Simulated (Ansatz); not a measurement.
# Stack of 2H-MoSSe under Hf2CO2 MXene, shifted by two thirds of the diagonal in a perpendicular field, part 2 of 2

What dipole does a perpendicular field induce in the stack of 2H-MoSSe under Hf2CO2 MXene, shifted by two thirds of the diagonal, and does the gap follow? A positive field points along +c.

Ansatz 0.2.0; plane-wave DFT, PBE-D3(BJ), Ansatz PAW.

So far. Step 2 (Relaxing the slab): The lattice constant a goes from 3.269 to 3.249 Å.

**3. Atoms held, field 0, start network**

A sawtooth potential applies the field, turning back in the middle of the vacuum. With the dipole correction the typed value is the field outside the slab. The induced dipole is small, so the SCF threshold is tight.

The cell differs from the one that the last finished run ended in (c 53.596 → 28.538 Å).

input.yaml

```yaml
crystal:
  lattice:
    - [3.249425014, 0.0, 0.0]
    - [-1.624712507, 2.8140846098, 0.0]
    - [0.0, 0.0, 28.5376658815]
  atoms:
    - { symbol: Se, position: [0.3333333333, 0.6666666667, 0.315372674] }
    - { symbol: Mo, position: [0.0, 0.0, 0.3748472674] }
    - { symbol: S, position: [0.3333333333, 0.6666666667, 0.4280025863] }
    - { symbol: O, position: [0.0, 0.0, 0.522348876] }
    - { symbol: Hf, position: [0.3333333333, 0.6666666667, 0.5550430415] }
    - { symbol: C, position: [0.6666666667, 0.3333333333, 0.6032996769] }
    - { symbol: Hf, position: [0.0, 0.0, 0.6515355181] }
    - { symbol: O, position: [0.3333333333, 0.6666666667, 0.684627326] }
kpoints:
  mp_grid: { grid: [18, 18, 1] }
  band_path:
    path: [[0, 0, 0], [0.5, 0, 0], [0.33333333, 0.33333333, 0], [0, 0, 0]]
    npoints: 16
hamiltonian:
  xc: pbe
  dispersion: d3bj
scf:
  occupations: { method: fermi_dirac, width: 0.02585 }
  convergence: { dr2_threshold: 1.0e-10 }
efield:
  axis: 3
  dipole_correction: true
  ramp_position: 0.97
  ramp_width: 0.06
  amplitude: 0
output:
  dos: { projected: true, e_range: [-6, 5] }
  write_potential: true
  write_density: true
  volumetric_format: npy
  elf: true
```

The run is started by

```sh
> ansatz run input.yaml --threads 2 --pin off --max-ram 3072MiB --backend cpu --events-out ev --progress --plain --runs-dir out
```

Numbers of over 12 decimals in the logs are rounded to 6 here.

The program printed:

```text
[...]
Crystal: 8 atoms, lattice volume = 260.953 Å³
Basis set: ecut = 420 eV, 5195 PW (Γ)
Bands: 63, of which v1, the nominal top of the filled ones, is band 52 counted from 1 (51 counted from 0)
Symmetry: 6 space group operations
[...]
k-points: 37 of 324 (time reversal used)
[...]
SCF iter   1: F=—  HF=-44166.602053 eV  |F-HF|=—  |Δ(HF+E_count)|=         —  Δρ=4.53e-3  dr2=2.13e-1  ethr=1.77e-3  p=-0.052 e·Å  D=-3.61e-2 V/Å  ΔV_dip=1.03 eV  dr2_dipole=1.23e-2  V_vac-E_F(+/−)=5.14/4.11 eV  ⟨swp⟩=8.2  Hψ=9453  notcnv=0  defer=9
efield: sawtooth ramp at fractional position 0.9700 (set: `efield.ramp_position`, or a place that a band, a saddle search or an elastic batch's reference lends), width 0.0600; the density the first Hamiltonian is built on has a dipole p = -0.052 e·Å; the dipole correction subtracts the counter field D = -3.61e-2 V/Å, which shifts the + side's vacuum level by +1.03 eV against the − side's; the planar-averaged density in the ramp window peaks in size at 1.9e-5 e/Å³
[...]
SCF iter   2: F=—  HF=-44166.597916 eV  |F-HF|=—  |Δ(HF+E_count)|=   4.14e-3  Δρ=3.05e-3  dr2=1.12e-1  ethr=2.05e-4  p=-0.026 e·Å  D=-1.78e-2 V/Å  ΔV_dip=0.51 eV  dr2_dipole=1.96e-2  V_vac-E_F(+/−)=5.03/4.52 eV  ⟨swp⟩=3.4  Hψ=3480  notcnv=0  defer=211
[...]
SCF iter  15: F=-44166.588499 eV  HF=-44166.588499 eV  |F-HF|=1.09e-10  |Δ(HF+E_count)|=  8.73e-11  Δρ=8.71e-8  dr2=2.73e-11  ethr=1.00e-12  p=-0.049 e·Å  D=-3.39e-2 V/Å  ΔV_dip=0.97 eV  dr2_dipole=7.23e-13  V_vac-E_F(+/−)=5.05/4.08 eV  ⟨swp⟩=14.7  Hψ=9018  notcnv=0
SCF 1 converged in 15 iterations: F = -44166.588499 eV  dr2 = 2.73e-11
[...]
NSCF: frozen V_eff on 49 k-points
efield: sawtooth ramp at fractional position 0.9700 (kept from the solve that this one continues, or follows in the run), width 0.0600; the density the first Hamiltonian is built on has a dipole p = -0.049 e·Å; the dipole correction subtracts the counter field D = -3.39e-2 V/Å, which shifts the + side's vacuum level by +0.97 eV against the − side's; the planar-averaged density in the ramp window peaks in size at 8.1e-6 e/Å³
[...]
SCF converged after 15 iterations
Free energy (F): -44166.588499 eV
[...]
Internal energy: -44166.588499 eV  (E = F + TS)
E sigma→0 (E₀):  -44166.588499 eV
Entropy (-TS):   -0.000000 eV (-0.000 meV/atom)
Fermi energy:    4.310141 eV
Dipole field:    D = -0.033938 V/Å  (p = -0.048942 e·Å, saw-weighted, corrected)
Work function:   Φ+ = 5.0513 eV   Φ− = 4.0828 eV
Levels:          The Fermi level and band energies are counted from a zero that moves with the ramp; work functions are not
[...]
--- Band table (eV; the first three rows and the last of 37) ---
  k-point 0: bands = [... 48 lower, 2.4995, 3.3910, 3.9633, 3.9633, 5.9191, 5.9191, 6.2233, 6.2233, ... 7 higher]
  k-point 1: bands = [... 48 lower, 2.5682, 3.3426, 3.6860, 3.8376, 5.8419, 5.9808, 6.0758, 6.2139, ... 7 higher]
  k-point 2: bands = [... 48 lower, 2.7066, 2.9758, 3.2890, 3.5550, 5.5978, 5.7979, 5.9813, 6.0454, ... 7 higher]
  k-point 36: bands = [... 48 lower, 1.4431, 1.4914, 1.5003, 3.0984, 4.6589, 5.9843, 6.3675, 6.5645, ... 7 higher]
```

Elapsed: 2.2 min, on 2 threads of Intel Xeon at 2.50GHz (Skylake/Cascade Lake), shared host; peak memory 1 GiB.

Reading the cycles: dr2 is the Hartree energy of the density residual (eV), the measure of convergence; HF is the Harris–Foulkes estimate of the energy, which meets the free energy F at convergence.

Numbers from this step:

| Item | Value |
| --- | --- |
| dipole along the normal | -0.04894 e·Å |
| gap along the path | 0.6956 eV |
| smallest direct gap along the path | 1.560 eV |
| step between the vacuum levels | 0.9685 eV |
| ionisation energy, upper face | 5.398 eV |
| electron affinity, upper face | 4.703 eV |
| ionisation energy, lower face | 4.430 eV |
| gap, the smaller of path and mesh | 0.6956 eV |

Running mean over a fixed 2.5 Å (it still follows the layers) of the planar mean; the ramp of the sawtooth is left out. The electron's electrostatic potential energy less the Fermi level by z:

z (Å), electron's electrostatic potential energy less the Fermi level (eV) and a bar from the least value:
```
        4        4.1 ############################
        5        4.1 ############################
        6        4.0 ############################
        7        3.2 ###########################
        8       -0.4 ####################
        9       -5.0 ############
       10      -10.7 ##
       11      -11.6 
       12       -7.7 #######
       13       -1.5 ##################
       14       -1.0 ###################
       15       -6.9 ########
       16      -10.2 ##
       17       -8.7 #####
       18       -9.7 ###
       19       -8.9 #####
       20       -2.9 ################
       21        3.6 ###########################
       22        5.0 ##############################
       23        5.0 ##############################
       24        5.1 ##############################
       25        5.1 ##############################
```

The density of states has structure finer than the step of the table below, so its rows give means over 0.2 eV, whole bins alone (the curve runs from -6 to 2.33 eV). Peaks (eV: height): -5.97: 16.9, -5.31: 12.6, -5.06: 16.8, -4.76: 13.5, -4.59: 18.7, -4.32: 15.2, -4.04: 12.5.

Density of states against energy, zero at the Fermi level of the run, which the smearing sets inside the gap; means over each step:

```
energy (eV)  density of states (states/eV a cell)
       -5.8                                  3.86
       -5.6                                  5.35
       -5.4                                  6.01
       -5.2                                  8.65
       -5.0                                  9.39
       -4.8                                  10.2
       -4.6                                  10.8
       -4.4                                  7.13
       -4.2                                  7.54
       -4.0                                  7.02
       -3.8                                  2.08
       -3.6                                  2.53
       -3.4                                  2.63
       -3.2                                  3.38
       -3.0                                  7.83
       -2.8                                  6.55
       -2.6                                  4.62
       -2.4                                  4.56
       -2.2                                  4.08
       -2.0                                  5.86
       -1.8                                  5.62
       -1.6                                  6.93
       -1.4                                  3.35
       -1.2                                  1.43
       -1.0                                 0.882
       -0.8                                 0.435
       -0.6                                 0.331
       -0.4                                 0.146
       -0.2                                     0
        0.0                                     0
        0.2                                     0
        0.4                                 0.313
        0.6                                  2.41
        0.8                                  6.83
        1.0                                  3.40
        1.2                                  6.10
        1.4                                  5.39
        1.6                                  6.12
        1.8                                  3.63
        2.0                                  4.07
        2.2                                  2.38
```

Projected DOS per atom over height of the atomic layer and energy from the Fermi level. Layers: Se Mo S O Hf C Hf O from below.

Values in states/eV, 22 rows by 8 columns, each cell a mean:
```
0.38 0.86 0.43 0.06 0.35 0.04 0.33 0.05
0.56 1.52 0.76 0.11 0.63 0.10 0.58 0.09
0.56 2.21 0.85 0.15 0.65 0.11 0.63 0.14
0.69 2.50 0.37 0.11 0.33 0.05 0.32 0.10
0.79 2.27 0.34 0.09 0.25 0.02 0.23 0.09
0.01 0.09 0.01 0.00 0.00 0.00 0.00 0.00
0.00 0.00 0.00 0.00 0.00 0.00 0.00 0.00
0.00 0.00 0.00 0.02 0.02 0.13 0.02 0.02
0.00 0.09 0.07 0.05 0.05 0.24 0.06 0.05
0.07 0.55 0.18 0.16 0.13 0.55 0.14 0.14
0.37 1.92 0.66 0.45 0.42 1.77 0.40 0.46
0.37 0.89 0.40 0.40 0.41 1.58 0.40 0.41
1.25 0.79 0.65 0.22 0.29 0.92 0.29 0.21
1.56 1.20 1.10 0.40 0.37 0.96 0.36 0.37
0.93 0.52 0.73 0.33 0.35 0.86 0.34 0.35
0.42 0.84 0.68 0.11 0.10 0.26 0.09 0.09
0.70 1.20 1.25 0.84 0.18 0.13 0.07 0.39
0.78 0.92 0.75 1.39 0.30 0.34 0.49 2.44
0.74 0.71 0.71 2.44 0.75 0.50 0.96 3.06
1.16 1.13 1.41 2.28 0.80 0.29 0.75 1.84
0.47 0.42 0.44 1.58 0.65 0.21 0.63 1.43
0.63 0.54 0.66 1.17 0.65 0.41 0.66 1.06
```
Columns: height of the atomic layer (Å) from 9 to 19.5 (not evenly spaced); rows upwards: energy from the Fermi level (eV) from -5.96 to 2.32.

The electronic bands at the labelled points (eV, zero at the Fermi level of the run, which the smearing sets inside the gap):

```csv
point,band 49,band 50,band 51,band 52,band 53,band 54,band 55,band 56
Γ,-1.81,-0.92,-0.35,-0.35,1.61,1.61,1.91,1.91
halfway,-2.52,-1.82,-1.55,-1.39,0.77,1.14,1.15,1.70
M,-1.97,-1.92,-1.78,-1.49,0.60,0.88,1.31,2.52
halfway,-3.06,-2.46,-2.11,-1.45,0.76,1.48,1.65,2.15
K,-2.87,-2.82,-2.81,-1.21,0.35,1.67,2.06,2.25
halfway,-2.33,-2.11,-1.81,-1.60,0.57,1.12,1.48,1.63
Γ,-1.81,-0.92,-0.35,-0.35,1.61,1.61,1.91,1.91
```

Electrostatic potential energy in the ca plane at fractional y = 0.667, with atoms of Se and S and Hf and O within 0.2 Å of it. With pseudopotentials it is smooth inside the atoms' cores, unlike the true potential.

Values in eV, 5 rows by 16 columns, each cell a mean:
```
  8   6   2 -11   1   7   9   6   2   4  -1 -11   3   8   9   9
  8   0  -1  -4   0   3   8   4  -6   1   2  -5   4   9   9   9
  6 -11 -10   3 -17 -21   6  -4 -32 -14   5  -2 -19   8   9   9
  5  -9 -10   3 -21 -24   6  -6 -33 -18   5  -5 -28   8   9   9
  7  -6  -5  -1  -5  -5   8   2 -17  -4   3  -2   0   9   9   9
```
Columns run along c (16.0 Å, from fractional 0.26 to 0.82 of the cell; values clipped at the 3rd and 97th percentile), rows up along a (3.2 Å). Atoms in or near the plane, at fractional coordinates: Se at (0.32, 0.33), S at (0.43, 0.33), Hf at (0.56, 0.33), O at (0.68, 0.33).

ELF in the ca plane at fractional y = 0.667, with atoms of Se and S and Hf and O within 0.2 Å of it. It is the smooth field of the valence electrons, not physical close to the nuclei.

Values, 5 rows by 16 columns, each cell a mean:
```
0.06 0.23 0.24 0.28 0.20 0.18 0.08 0.56 0.25 0.55 0.45 0.23 0.08 0.03 0.00 0.00
0.31 0.57 0.48 0.22 0.46 0.55 0.13 0.34 0.22 0.39 0.39 0.17 0.37 0.16 0.01 0.00
0.77 0.70 0.62 0.29 0.65 0.74 0.40 0.15 0.74 0.38 0.20 0.46 0.76 0.46 0.04 0.00
0.81 0.61 0.54 0.31 0.55 0.64 0.47 0.20 0.81 0.42 0.14 0.54 0.68 0.51 0.05 0.00
0.54 0.74 0.62 0.23 0.63 0.76 0.22 0.20 0.39 0.32 0.32 0.24 0.61 0.29 0.02 0.00
```
Columns run along c (16.0 Å, from fractional 0.26 to 0.82 of the cell), rows up along a (3.2 Å). Atoms in or near the plane, at fractional coordinates: Se at (0.32, 0.33), S at (0.43, 0.33), Hf at (0.56, 0.33), O at (0.68, 0.33).

Valence density in the ca plane at fractional y = 0.667, with atoms of Se and S and Hf and O within 0.2 Å of it. It is the smooth field of the valence electrons, not physical close to the nuclei.

Ten steps, logarithmic in the rise over the least value, from '0' (0 e/Å³) to '9' (25 e/Å³), each cell a mean:
```
00000000000000000001111222211100000121111122
00000000000000000001111222111100000121111122
00000000000000000012221122222210000112222111
00000000000000000135532111233321000025664211
00000000000000001259963111232332100137997310
00000000000000001259963111232232100147997310
00000000000000000236642111233332000025775211
00000000000000000112222122222211000112332111
```
Columns run along c (16.0 Å, from fractional 0.06 to 0.63 of the cell), rows up along a (3.2 Å). Atoms in or near the plane, at fractional coordinates: Se at (0.32, 0.33), S at (0.43, 0.33), Hf at (0.56, 0.33).

The gap is 0.70 eV, with the valence edge 5.40 eV and the conduction edge 4.70 eV under the upper vacuum level. Spin-orbit coupling, left out in this run, matters for the bands of elements this heavy.

**4. Atoms held, field 0.1 V/Å**

Edit input.yaml of step 3 so:

```diff
@@ -28,7 +28,6 @@
   dipole_correction: true
-  ramp_position: 0.97
-  ramp_width: 0.06
-  amplitude: 0
+  ramp_position: 0.9476
+  ramp_width: 0.0909
+  amplitude: 0.1
 output:
-  dos: { projected: true, e_range: [-6, 5] }
   write_potential: true
@@ -36,2 +35 @@
   volumetric_format: npy
-  elf: true
```

The program printed:

```text
[...]
Crystal: 8 atoms, lattice volume = 260.953 Å³
Basis set: ecut = 420 eV, 5195 PW (Γ)
Bands: 63, of which v1, the nominal top of the filled ones, is band 52 counted from 1 (51 counted from 0)
Symmetry: 6 space group operations
[...]
k-points: 37 of 324 (time reversal used)
[...]
k-point 0: bands = [... 48 lower, 2.5296, 3.3581, 4.0208, 4.0208, 5.8613, 5.8613, 6.1896, 6.1896, ... 7 higher]
  k-point 1: bands = [... 48 lower, 2.5978, 3.3142, 3.7406, 3.8951, 5.7818, 5.9234, 6.0120, 6.1476, ... 7 higher]
  k-point 2: bands = [... 48 lower, 2.7321, 3.0159, 3.2809, 3.6125, 5.5277, 5.7440, 5.9212, 6.1000, ... 7 higher]
  k-point 36: bands = [... 48 lower, 1.5004, 1.5492, 1.5537, 3.0350, 4.5959, 5.9210, 6.3089, 6.6216, ... 7 higher]
[key lines of the parts left out:]
SCF converged after 24 iterations
Free energy (F): -44166.586364 eV
Fermi energy:    4.307443 eV
Dipole field:    D = 0.004332 V/Å  (p = 0.006248 e·Å, saw-weighted, corrected)
```

It took 2.8 min on 2 threads; peak memory 1 GiB; 5.5 min of CPU time.

The dipole is 0.00625 e·Å, 0.0552 e·Å from its value without field, and the gap 0.575 eV.

**5. Atoms held, field -0.1 V/Å**

Edit input.yaml of step 4 so:

```diff
@@ -30,3 +30,3 @@
   ramp_width: 0.0909
-  amplitude: 0.1
+  amplitude: -0.1
 output:
```

The program printed:

```text
[...]
Crystal: 8 atoms, lattice volume = 260.953 Å³
Basis set: ecut = 420 eV, 5195 PW (Γ)
Bands: 63, of which v1, the nominal top of the filled ones, is band 52 counted from 1 (51 counted from 0)
Symmetry: 6 space group operations
[...]
k-points: 37 of 324 (time reversal used)
[...]
k-point 0: bands = [... 48 lower, 2.4799, 3.4409, 3.9185, 3.9185, 5.9875, 5.9875, 6.1981, 6.1981, ... 7 higher]
  k-point 1: bands = [... 48 lower, 2.5487, 3.3865, 3.6465, 3.7929, 5.9137, 6.0499, 6.1460, 6.2141, ... 7 higher]
  k-point 2: bands = [... 48 lower, 2.6863, 2.9446, 3.3228, 3.5103, 5.6803, 5.8608, 6.0076, 6.0540, ... 7 higher]
  k-point 36: bands = [... 48 lower, 1.3985, 1.4444, 1.4651, 3.1748, 4.7347, 6.0604, 6.4379, 6.5203, ... 7 higher]
[key lines of the parts left out:]
SCF converged after 24 iterations
Free energy (F): -44166.596152 eV
Fermi energy:    4.325523 eV
Dipole field:    D = -0.072184 V/Å  (p = -0.104097 e·Å, saw-weighted, corrected)
```

Elapsed: 2.7 min, on 2 threads; peak memory 1 GiB.

The dipole is -0.104 e·Å, -0.0552 e·Å from its value without field, and the gap 0.816 eV.

**6. Response, atoms held**

This step: plane-wave DFT, PBE-D3(BJ), Ansatz PAW; response to a field along the normal, atoms held (Ansatz 0.2.0).

The dipoles give the slope, and the difference of two potentials shows where the field is screened.

This step gave:

```
equivalent conductor thickness p/(ε₀AE) : 10.92 Å
distance between the outer atoms        : 10.54 Å
```

Dipole of the cell against applied field:

```csv
applied field (V/Å),dipole of the cell (e·Å)
-0.1000,-0.104
0.0000,-0.0489
0.1000,0.00625
```

Local field over the applied field, running mean. From the potentials at -0.1 and 0.1 V/Å; running mean over 2.8 Å. Table of local field over applied field by z:

z (Å), local field over applied field and a bar:
```
      4.5      0.998 ##############################
      5.0      0.994 ##############################
      5.5      0.982 #############################
      6.0      0.952 #############################
      6.5      0.884 ##########################
      7.0      0.764 #######################
      7.5      0.612 ##################
      8.0      0.449 #############
      8.5      0.289 ########
      9.0      0.160 ####
      9.5      0.081 #
     10.0      0.046 
     10.5      0.034 
     11.0      0.045 
     11.5      0.075 #
     12.0      0.131 ###
     12.5      0.213 ######
     13.0      0.288 ########
     13.5      0.331 #########
     14.0      0.339 #########
     14.5      0.312 #########
     15.0      0.250 #######
     15.5      0.169 ####
     16.0      0.107 ##
     16.5      0.073 #
     17.0      0.068 #
     17.5      0.069 #
     18.0      0.079 #
     18.5      0.122 ###
     19.0      0.205 #####
     19.5      0.331 #########
     20.0      0.477 ##############
     20.5      0.631 ###################
     21.0      0.775 #######################
     21.5      0.890 ###########################
     22.0      0.959 #############################
     22.5      0.986 ##############################
     23.0      0.996 ##############################
     23.5      0.999 ##############################
     24.0      1.000 ##############################
```

The induced electron density oscillates, so the rows of the table below give means over windows of 1 Å about each position, cut where the curve ends. Its maxima inside the range that stand out by 2 % of the span (Å: e/Å³ per V/Å): 7.9: 0.00357, 10.9: 4.0e-4, 14.3: 0.00217, 15.0: 0.00169, 16.5: 6.6e-4, 18.6: 1.1e-4, 19.6: -0.00135. Its minima: 10.1: -7.0e-4, 13.1: -0.00255, 14.7: 0.00108, 15.8: -1.3e-4, 17.8: -7.0e-4, 19.3: -0.00184, 20.2: -0.00357.

Electrons, planar mean, per unit field. Induced electron density against z; means over each step:

```csv
z (Å),induced electron density (e/Å³ per V/Å)
5,2.7e-5
6,2.2e-4
7,0.00140
8,0.00295
9,8.8e-4
10,-3.2e-4
11,2.3e-4
12,-6.4e-4
13,-0.00198
14,9.6e-4
15,0.00124
16,1.6e-4
17,1.9e-4
18,-3.9e-4
19,-7.1e-4
20,-0.00262
21,-0.00142
22,-1.8e-4
23,-1.6e-5
24,-1.3e-6
```

The smaller of the gaps on the path and on the k-mesh, counted as 0 under 0.03 eV. The gap by applied field:

| applied field (V/Å) | gap (eV) |
| --- | --- |
| -0.1000 | 0.816 |
| 0.0000 | 0.696 |
| 0.1000 | 0.575 |

By hand: between -0.1 and 0.1 V/Å the dipole changes by 0.1103 e·Å, a slope of 0.5517 e·Å²/V. A perfect conductor of thickness t has p = ε₀AEt, so t = 180.95 × 0.5517 / 9.144 = 10.92 Å (e/ε₀ = 180.95 V·Å, A in Å²).

The induced dipole is that of a conductor 10.92 Å thick.

**7. What came out**

```
gap without field                          : 0.696 eV
ionisation energy, upper face              : 5.40 eV
electron affinity, upper face              : 4.70 eV
step between the vacuum levels             : 0.969 eV
equivalent conductor thickness, atoms held : 10.9 Å
```

In words: The induced dipole equals that of a perfect conductor 10.92 Å thick, while the outer atoms lie 10.54 Å apart; an out-of-plane ε follows only once a thickness t is chosen, by 1 − 1/ε = 10.92 Å / t. The two faces differ: the vacuum level above lies 0.97 eV higher than the one below. The gap goes from 0.70 eV to 0.82 eV at -0.1 V/Å. With the field reversed the gap is 0.58 eV at 0.1 V/Å. Semilocal functionals give gaps that are too small, and excitons are not included. Spin-orbit coupling is left out, which matters for the bands of elements this heavy. The MXene's terminations sit over the metal atoms of its far layer; the site over carbon or nitrogen, which some compounds prefer, was not run.

[Logs are printed without paths, hosts, clocks, repeated set-up lines and the standing remarks that a program may print on its own settings, such as how far it seeks lower states.]

[Hosts, paths, dates, database ids (printed as entryN), source tags and the programs' standing remarks are cut or masked in the printed files.]

[Maps of the electrostatic potential energy from Ansatz leave out the sawtooth potential of an applied field or a dipole correction, so their vacuum need not be flat; planar profiles and work functions include it.]

[The density of states shown here was stored with 400 of the rows of the run's finer table, so its peaks can read low, often by over a quarter, or be missed, and its means over a window can be off by a tenth or more.]
